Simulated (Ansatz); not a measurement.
System: BaTiO3 (Pm-3m).

```yaml
crystal:
  lattice:
    - [4.00600, 0.00000, 0.00000]
    - [0.00000, 4.00600, 0.00000]
    - [0.00000, 0.00000, 4.00600]
  atoms:
    - { symbol: Ba, position: [0.50000, 0.50000, 0.50000] }
    - { symbol: Ti, position: [0.00000, 0.00000, 0.00000] }
    - { symbol: O, position: [0.50000, 0.00000, 0.00000] }
    - { symbol: O, position: [0.00000, 0.50000, 0.00000] }
    - { symbol: O, position: [0.00000, 0.00000, 0.50000] }
```

The cell and positions come from the Crystallography Open Database and are kept as given unless a step says otherwise. Spin-orbit coupling is left out unless a run names it. PAW set soft_2, made with PBE.

Gaps computed with Ansatz 0.2.0 without a self-energy: LDA 1.72 eV, LDA+SOC 1.70 eV, r2SCAN 2.15 eV, HSE06 3.18 eV and PBE0 3.93 eV. The mean ε∞ by LDA perturbation theory is 6.81.

**Question.** What gap should G0W0 on LDA give (4×4×4 mesh, 509 empty bands, screening to 230 eV, default PAW files)?

About 3.28 eV: on its mesh the run moves the gap from 1.70 eV by +1.58 eV. Among the scalar-relativistic levels given, HSE06 is nearest (−0.10 eV). One-shot corrections scale roughly with one over ε∞, here 0.15. Bands and cutoff are finite, so the gap is not at the basis limit. The miss can reach some tenths of an eV and take either sign; the mesh is an error of its own. The 4×4×4 mesh is coarse for this cell (its supercell is 16 Å along the shortest edge). The RPA ε∞ on it, from the LDA start, is 7.26; such meshes misread the long-range screening, most where the gap is narrow. This is the ideal cubic cell; many perovskites, halides above all, are cubic only on average, and local tilts or off-centring can widen the gap. The many-body steps are scalar-relativistic: spin-orbit coupling is not in them.

[Paths, hosts, dates, memory and timing lines, banners, echoed tables and standing remarks are left out of the program output.]

[Logs are printed without paths, hosts, clocks, repeated set-up lines and the standing remarks that a program may print on its own settings, such as how far it seeks lower states.]

[Runs of the session that timed out or met a known fault of the program may be left out.]

[Cells called generated may have been cut or substituted from an entry of the Crystallography Open Database or the Materials Project.]

[Hosts, paths, dates, database ids (printed as entryN), source tags and the programs' standing remarks are cut or masked in the printed files.]
